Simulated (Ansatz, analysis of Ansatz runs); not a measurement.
# Interstitial H in fcc Cu, hop from an octahedral to the next tetrahedral site: migration barrier against experiment

Subject: interstitial H in fcc Cu, hop from an octahedral to the next tetrahedral site. Wanted: its migration barrier, in one set-up (PBE, 32-site cell, measured lattice, 420 eV, k: 4x4x4 Gamma-centred). The model is a cell of 32 host atoms with 1 H put in. The barrier is the energy of the highest image of a climbing band over the relaxed site that the atom leaves. The measured lattice removes the functional's error in the volume.

What was measured. Migration barrier: 0.375 eV, by permeation and other diffusion measurements (T > 250 K); average of cited values (quoted in “Explainable Machine Learning for Hydrogen Diffusion in Metals and Random Binary Alloys”, 2023, G. M. Lu et al., quoting earlier work (1986)). The calculation is set beside it at the end.

Calculated with Ansatz 0.2.0; plane-wave PAW DFT, PBE; relaxation of all atoms of a defect supercell.

**1. Starting point**

The cell holds 33 atoms: 32 Cu and 1 H. Cell: a = 7.230 Å, b = 7.230 Å, c = 7.230 Å, α = 90.0°, β = 90.0°, γ = 90.0°. It derives from Cu (space group Fm-3m). Nearest the centre at fractional (0.750, 0.500, 0.500): H33 at 0.00 Å, Cu27 at 1.81 Å, Cu31 at 1.81 Å, Cu32 at 1.81 Å, Cu24 at 1.81 Å, Cu29 at 1.81 Å, Cu13 at 1.81 Å, Cu18 at 3.13 Å.

The host's primitive cell comes from a first run (plane-wave PAW DFT, PBE; relaxation of the host's atoms at the measured cell): vectors of 2.556, 2.556 and 2.556 Å. That is 11.81 Å³ an atom. The supercell is built on it.

**2. Relaxation, charge 0**

A barrier counts from a true minimum, so both ends of the jump are relaxed first.

start/input.yaml reads:

```yaml
relax:
  f_tol: 0.02
  max_steps: 80
  escape_saddle: false
crystal:
  lattice:
    - [7.23, 0.0, 0.0]
    - [0.0, 7.23, 0.0]
    - [0.0, 0.0, 7.23]
  atoms:
    - { symbol: Cu, position: [0.0, 0.0, 0.0] }
    - { symbol: Cu, position: [0.0, 0.25, 0.25] }
    - { symbol: Cu, position: [0.25, 0.0, 0.25] }
    - { symbol: Cu, position: [0.25, 0.25, 0.0] }
    - { symbol: Cu, position: [0.0, 0.0, 0.5] }
    - { symbol: Cu, position: [0.0, 0.25, 0.75] }
    - { symbol: Cu, position: [0.25, 0.0, 0.75] }
    - { symbol: Cu, position: [0.25, 0.25, 0.5] }
    - { symbol: Cu, position: [0.0, 0.5, 0.0] }
    - { symbol: Cu, position: [0.0, 0.75, 0.25] }
    - { symbol: Cu, position: [0.25, 0.5, 0.25] }
    - { symbol: Cu, position: [0.25, 0.75, 0.0] }
    - { symbol: Cu, position: [0.0, 0.5, 0.5] }
    - { symbol: Cu, position: [0.0, 0.75, 0.75] }
    - { symbol: Cu, position: [0.25, 0.5, 0.75] }
    - { symbol: Cu, position: [0.25, 0.75, 0.5] }
    - { symbol: Cu, position: [0.5, 0.0, 0.0] }
    - { symbol: Cu, position: [0.5, 0.25, 0.25] }
    - { symbol: Cu, position: [0.75, 0.0, 0.25] }
    - { symbol: Cu, position: [0.75, 0.25, 0.0] }
    - { symbol: Cu, position: [0.5, 0.0, 0.5] }
    - { symbol: Cu, position: [0.5, 0.25, 0.75] }
    - { symbol: Cu, position: [0.75, 0.0, 0.75] }
    - { symbol: Cu, position: [0.75, 0.25, 0.5] }
    - { symbol: Cu, position: [0.5, 0.5, 0.0] }
    - { symbol: Cu, position: [0.5, 0.75, 0.25] }
    - { symbol: Cu, position: [0.75, 0.5, 0.25] }
    - { symbol: Cu, position: [0.75, 0.75, 0.0] }
    - { symbol: Cu, position: [0.5, 0.5, 0.5] }
    - { symbol: Cu, position: [0.5, 0.75, 0.75] }
    - { symbol: Cu, position: [0.75, 0.5, 0.75] }
    - { symbol: Cu, position: [0.75, 0.75, 0.5] }
    - { symbol: H, position: [0.75, 0.5, 0.5] }
basis:
  ecutwfc: 420
  xc_grid: 2
hamiltonian:
  xc: pbe
kpoints:
  mp_grid: { grid: [4, 4, 4] }
scf:
  occupations: { method: methfessel_paxton, width: 0.1 }
  max_iter: 120
output:
  forces: true
checkpoint:
  write: "../start.run"
  compress: false
  write_wavefunctions: true
  write_every: 100000
```

Started as:

```bash
$ ansatz run input.yaml --threads 4 --pin off --max-ram 14131MiB --backend cpu --events-out ev --progress --plain --runs-dir out
```

Numbers of over 12 decimals in the logs are rounded to 6 here.

The program printed:

```text
[... repeated set-up lines and file paths are left out, and long positions are rounded to six places ...]
Engine: ansatz 0.2.0, aarch64-unknown-linux-gnu
Pseudopotentials: kind: paw
Pseudopotential: Cu, paw, valence charge 19, recommended cutoff 420 eV (normal), Cu.paw.azcp
Pseudopotential: H, paw, valence charge 1, recommended cutoff 420 eV (normal), H.paw.azcp
Functional definition: PBE
  parameter kappa = 0.804
  parameter beta = 0.066725
  exchange = pbe_x(kappa = kappa, mu = beta*pi^2/3)
  correlation = pbe_c(beta = beta)
Crystal: 33 atoms, lattice volume = 377.933 Å³
Basis set: ecut = 420 eV, 7249 PW (Γ), exchange–correlation on 100×100×100 points (8 copies of the dense FFT grid, shifted against one another)
Bands: 366, of which v1, the nominal top of the filled ones, is band 305 counted from 1 (304 counted from 0)
Symmetry: 48 space group operations
Space group: Pm-3m (ITA 221), of the structure as read, at distance tolerance 7.2e-5 Å
k-points: 10 of 64
Non-local potential: Cu, projectors of the file, l = 0: 3, l = 1: 2, l = 2: 3, l = 3: 1
Non-local potential: H, projectors of the file, l = 0: 2, l = 1: 1
PAW form: soft (Blöchl's): semilocal exchange-correlation on the pseudo side does not see the compensation charge
PAW one-centre angular grid: Cu, 590 points (default); XC on 64 Gauss nodes
PAW one-centre angular grid: H, 110 points (default); XC on 64 Gauss nodes
Initial density: superposition of atomic densities (neutral atoms: chi_scale 0, normalization atom), corrected by the library's trained network
Initial wavefunctions: pseudopotential atomic-orbital guess
Functional: x = pbe(κ = 0.804, μ = 0.219515), c = pbe(β = 0.066725)
SCF iter   1: F=—  HF=-212020.864698 eV  |F-HF|=—  |Δ(HF+E_count)|=         —  Δρ=2.13e-3  dr2=1.06e-2  ethr=1.77e-3  ⟨swp⟩=4.9  Hψ=11409  notcnv=0  defer=199
preconditioner: auto → Kerker (q_TF=auto, 2.954 Å⁻¹)  [metal: Δε(μ)=0.051 eV  Ē_g=10.169 eV  σ=0.100 eV  W_gap=0.41  n_scr=170 (ndim 8)  ℏωp=35.9 eV  f_vac=0.000  D(μ)=11.19/eV (n_scr^D=80)]
SCF iter   2: F=—  HF=-212020.866466 eV  |F-HF|=—  |Δ(HF+E_count)|=   1.77e-3  S|Δr|=    0.00e0  Δρ=8.71e-4  dr2=2.31e-3  ethr=1.74e-6  ⟨swp⟩=2.7  Hψ=6737  notcnv=0  defer=280
SCF iter   3: F=—  HF=-212020.865292 eV  |F-HF|=—  |Δ(HF+E_count)|=   1.17e-3  S|Δr|=    0.00e0  Δρ=4.40e-4  dr2=6.68e-4  ethr=3.79e-7  ⟨swp⟩=2.0  Hψ=4660  notcnv=0  defer=280
SCF iter   4: F=—  HF=-212020.865214 eV  |F-HF|=—  |Δ(HF+E_count)|=   7.83e-5  S|Δr|=    0.00e0  Δρ=1.25e-4  dr2=8.77e-5  ethr=1.10e-7  ⟨swp⟩=2.0  Hψ=4985  notcnv=0  defer=280
SCF iter   5: F=—  HF=-212020.865218 eV  |F-HF|=—  |Δ(HF+E_count)|=   3.66e-6  S|Δr|=    0.00e0  Δρ=6.12e-5  dr2=1.67e-5  ethr=1.44e-8  ⟨swp⟩=2.2  Hψ=5067  notcnv=0  defer=280
SCF iter   6: F=-212020.865205 eV  HF=-212020.865215 eV  |F-HF|=1.04e-5  |Δ(HF+E_count)|=   2.69e-6  S|Δr|=    0.00e0  Δρ=3.65e-5  dr2=8.58e-6  ethr=1.64e-9  ⟨swp⟩=4.1  Hψ=12608  notcnv=0
SCF 1 converged in 6 iterations: F = -212020.865205 eV  dr2 = 8.58e-6
  greatest PAW one-centre occupation: 1.000 electrons in one spin orbital (limit 2), on the Cu atom at site 28 (counted from 0), in its partial waves of l = 0
relax step   1: F+E_penalty+E_count = -212020.86520480 eV  Δ(F+E_penalty+E_count) = +0.000e0 eV  max|allowed force component| = 5.046e-1 eV/Å  Δτ_max = 0.0000 Å  (6 SCF iters, dr2 threshold 1.00e-5 eV, accepted)
[... the SCF cycles and remarks between the steps are left out from here to the last step ...]
relax step   2: F+E_penalty+E_count = -212020.90538759 eV  Δ(F+E_penalty+E_count) = -4.018e-2 eV  max|allowed force component| = 3.015e-1 eV/Å  Δτ_max = 0.0150 Å  (5 SCF iters, dr2 threshold 1.59e-5 eV, accepted)
relax step   3: F+E_penalty+E_count = -212020.92909479 eV  Δ(F+E_penalty+E_count) = -2.371e-2 eV  max|allowed force component| = 1.591e-2 eV/Å  Δτ_max = 0.0230 Å  (6 SCF iters, dr2 threshold 5.68e-6 eV, accepted)
iter 1 solved again at ethr=2.00e-10 eV; its pass at ethr=3.10e-3 eV (dr2=1.22e-6 eV) is discarded
SCF iter   1: F=—  HF=-212020.929105 eV  |F-HF|=—  |Δ(HF+E_count)|=         —  Δρ=1.13e-5  dr2=1.22e-6  ethr=2.00e-10  ⟨swp⟩=1.0  Hψ=10128  notcnv=0  defer=487
SCF iter   2: F=—  HF=-212020.929096 eV  |F-HF|=—  |Δ(HF+E_count)|=   9.21e-6  S|Δr|=    0.00e0  Δρ=6.18e-6  dr2=6.82e-7  ethr=2.00e-10  ⟨swp⟩=2.3  Hψ=4028  notcnv=0  defer=487
SCF iter   3: F=—  HF=-212020.929096 eV  |F-HF|=—  |Δ(HF+E_count)|=   6.18e-8  S|Δr|=    0.00e0  Δρ=4.07e-6  dr2=2.55e-7  ethr=1.12e-10  ⟨swp⟩=2.0  Hψ=3913  notcnv=0  defer=487
SCF iter   4: F=-212020.929096 eV  HF=-212020.929096 eV  |F-HF|=3.20e-8  |Δ(HF+E_count)|=   3.69e-8  S|Δr|=    0.00e0  Δρ=1.68e-6  dr2=3.47e-8  ethr=1.64e-11  ⟨swp⟩=2.3  Hψ=11008  notcnv=0
SCF 4 converged in 4 iterations: F = -212020.929096 eV  dr2 = 3.47e-8
relax step   4: F+E_penalty+E_count = -212020.92909573 eV  Δ(F+E_penalty+E_count) = -9.371e-7 eV  max|allowed force component| = 1.586e-2 eV/Å  Δτ_max = 0.0000 Å  (4 SCF iters, accepted)
NSCF: frozen V_eff on 10 k-points
the band table was solved once a step of the walk had ended and its energy, with any forces and stress, was formed, with the checks that follow a solve (11308 applications of the Hamiltonian). They found nothing against the state; [...]
SCF converged after 4 iterations
Stability not checked: this state was not tested for a lower state beside it, because cold or Methfessel-Paxton smearing, or corrected tetrahedra, fill the levels in a way that the test cannot read (fill_not_monotonic; see scf.lower_state_search)
Free energy (F): -212020.929096 eV
Harris-Foulkes:  -212020.929096 eV  (|F-HF|=3.20e-8)
Internal energy: -212020.928211 eV  (E = F + TS)
E sigma→0 (E₀):  -212020.928875 eV
Entropy (-TS):   -0.000884 eV (-0.027 meV/atom)
Fermi energy:    16.840077 eV
--- Per-component energies (eV) ---
  E_band       = -11455.865310
  E_kinetic    = 9615.877546
  E_local      = -129534.476956  (includes V_loc(G=0)·N_el)
  E_nonlocal   = 12478.020721
  E_hartree    = 57079.418373
  E_xc         = -2877.817590
  E_vxc        = -3714.108808  (∫ρ·V_xc dr)
  E_paw        = -53213.045741  (= ΣΔE_a)
  E_vpaw       = -14460.008866  (= ΣTr[D̂ρ^β])
  E_aug_tail   = 0.008401  (compensation charges beyond the density's cutoff)
  E_ewald      = -105568.912966
  E_smearing   = -0.000884  (= −TS)
  E_closure    = 0.000000  (closes the sum)
  Σ components = -212020.929096   (vs F -212020.929096, Δ=0.00e0)
--- Forces (eV/Å), atoms counted from 1 ---
  atom   1  Cu     0.00203066     0.00000000     0.00000000
  atom   2  Cu    -0.00141689     0.00141689     0.00141689
  atom   3  Cu    -0.00000000     0.00000000    -0.00203066
  atom   4  Cu     0.00000000    -0.00203066     0.00000000
  atom   5  Cu     0.00272592     0.00000000     0.00000000
  atom   6  Cu    -0.00141689     0.00141689    -0.00141689
  atom   7  Cu    -0.00000000     0.00000000     0.00203066
  atom   8  Cu     0.00000000    -0.00272592    -0.00000000
  atom   9  Cu     0.00272592    -0.00000000     0.00000000
  atom  10  Cu    -0.00141689    -0.00141689     0.00141689
  atom  11  Cu     0.00000000    -0.00000000    -0.00272592
  atom  12  Cu    -0.00000000     0.00203066     0.00000000
  atom  13  Cu     0.01585620    -0.00000000     0.00000000
  atom  14  Cu    -0.00141689    -0.00141689    -0.00141689
  atom  15  Cu     0.00000000     0.00000000     0.00272592
  atom  16  Cu    -0.00000000     0.00272592     0.00000000
  atom  17  Cu    -0.00203066    -0.00000000     0.00000000
  atom  18  Cu     0.00141689     0.00141689     0.00141689
  atom  19  Cu     0.00000000     0.00000000    -0.00272592
  atom  20  Cu    -0.00000000    -0.00272592     0.00000000
  atom  21  Cu    -0.00272592    -0.00000000     0.00000000
  atom  22  Cu     0.00141689     0.00141689    -0.00141689
  atom  23  Cu     0.00000000     0.00000000     0.00272592
  atom  24  Cu    -0.00000000    -0.01585620     0.00000000
  atom  25  Cu    -0.00272592     0.00000000    -0.00000000
  atom  26  Cu     0.00141689    -0.00141689     0.00141689
  atom  27  Cu    -0.00000000     0.00000000    -0.01585620
  atom  28  Cu     0.00000000     0.00272592     0.00000000
  atom  29  Cu    -0.01585620     0.00000000    -0.00000000
  atom  30  Cu     0.00141689    -0.00141689    -0.00141689
  atom  31  Cu    -0.00000000     0.00000000     0.01585620
  atom  32  Cu     0.00000000     0.01585620     0.00000000
  atom  33  H     -0.00000000     0.00000000     0.00000000
  max |Σ_I F_I| component: 6.94e-18 eV/Å
--- Band table (eV; the first three rows and the last of 10) ---
  k-point 0: bands = ["-95.8717", "-95.8681", "-95.8681", "-95.8681", [... 358 left out ...] "27.6053", "27.6980", "27.6980", "27.6980"]
  k-point 1: bands = ["-95.8717", "-95.8682", "-95.8681", "-95.8681", [... 358 left out ...] "28.6914", "28.6914", "28.9331", "29.0428"]
  [... further k-points left out ...]
--- Relaxed structure (4 steps of the walk, 4 accepted, 0 SCFs on fresh bases) ---
  F+E_penalty+E_count = -212020.92909573 eV   max|allowed force component| = 1.586e-2 eV/Å
  atoms:
    - { symbol: Cu, position: [0.000259, 0, 0] }
    - { symbol: Cu, position: [0.001108, 0.248892, 0.248892] }
    - { symbol: Cu, position: [0.250000, 0, 0.249741] }
    - { symbol: Cu, position: [0.250000, 0.249741, 0] }
    - { symbol: Cu, position: [0.000912, 0, 0.500000] }
    - { symbol: Cu, position: [0.001108, 0.248892, 0.751108] }
    - { symbol: Cu, position: [0.250000, 0, 0.750259] }
    - { symbol: Cu, position: [0.250000, 0.249088, 0.500000] }
    - { symbol: Cu, position: [0.000912, 0.500000, 0] }
    - { symbol: Cu, position: [0.001108, 0.751108, 0.248892] }
    - { symbol: Cu, position: [0.250000, 0.500000, 0.249088] }
    - { symbol: Cu, position: [0.250000, 0.750259, 0] }
    - { symbol: Cu, position: [0.005255, 0.500000, 0.500000] }
    - { symbol: Cu, position: [0.001108, 0.751108, 0.751108] }
    - { symbol: Cu, position: [0.250000, 0.500000, 0.750912] }
    - { symbol: Cu, position: [0.250000, 0.750912, 0.500000] }
    - { symbol: Cu, position: [0.499741, 0, 0] }
    - { symbol: Cu, position: [0.498892, 0.248892, 0.248892] }
    - { symbol: Cu, position: [0.750000, 0, 0.249088] }
    - { symbol: Cu, position: [0.750000, 0.249088, 0] }
    - { symbol: Cu, position: [0.499088, 0, 0.500000] }
    - { symbol: Cu, position: [0.498892, 0.248892, 0.751108] }
    - { symbol: Cu, position: [0.750000, 0, 0.750912] }
    - { symbol: Cu, position: [0.750000, 0.244745, 0.500000] }
    - { symbol: Cu, position: [0.499088, 0.500000, 0] }
    - { symbol: Cu, position: [0.498892, 0.751108, 0.248892] }
    - { symbol: Cu, position: [0.750000, 0.500000, 0.244745] }
    - { symbol: Cu, position: [0.750000, 0.750912, 0] }
    - { symbol: Cu, position: [0.494745, 0.500000, 0.500000] }
    - { symbol: Cu, position: [0.498892, 0.751108, 0.751108] }
    - { symbol: Cu, position: [0.750000, 0.500000, 0.755255] }
    - { symbol: Cu, position: [0.750000, 0.755255, 0.500000] }
    - { symbol: H, position: [0.750000, 0.500000, 0.500000] }
```

Wall time 87 s (4 threads of Arm Neoverse V2, shared host); peak memory 3.4 GiB.

Step by step:

```tsv
step	energy less that of the first step (eV)	largest force component (eV/Å)
1	0.0000	0.5046
2	-0.0402	0.3015
3	-0.0639	0.0159
4	-0.0639	0.0159
```

Forces are held to the 48 operations that the run works with; a distortion that breaks them can't arise in this run.

The atoms that moved most (Å):

```tsv
atom	dx	dy	dz	length
Cu31	0.000	0.000	0.038	0.038
Cu32	0.000	0.038	0.000	0.038
Cu13	0.038	0.000	0.000	0.038
Cu24	0.000	-0.038	0.000	0.038
Cu27	0.000	0.000	-0.038	0.038
Cu29	-0.038	0.000	0.000	0.038
Cu14	0.008	0.008	0.008	0.014
Cu6	0.008	-0.008	0.008	0.014
```

Neighbours of H33 at the end:

```tsv
atom	distance (Å)
Cu13	1.845
Cu31	1.845
Cu32	1.845
Cu27	1.845
Cu29	1.845
Cu24	1.845
Cu14	3.145
Cu30	3.145
Cu6	3.145
Cu10	3.145
Cu22	3.145
Cu26	3.145
Cu2	3.145
Cu18	3.145
```

Read from the output:

```yaml
free_energy: -212020.9291 eV
smearing_term_ts: 8.84e-4 eV
```

The other runs of this kind differ in structure, charge or spin alone:

```tsv
run	outcome	energy less the first (eV)	moment (μB)	time
relaxation, charge 0	converged	0.0000	0.00	87 s
relaxation, charge 0	converged	0.1864	0.00	2.7 min
```

The relaxation ends 1.9 meV an atom lower, with a largest force component of 0.016 eV/Å.

(Part 1 of 2 ends here.)

[Logs are printed without paths, hosts, clocks, repeated set-up lines and the standing remarks that a program may print on its own settings, such as how far it seeks lower states.]

[Hosts, paths, dates, database ids (printed as entryN), source tags and the programs' standing remarks are cut or masked in the printed files.]

[For some hosts the program warned that the k-mesh of the response run may be too coarse for force constants and the static dielectric constant; such warnings are not shown here.]
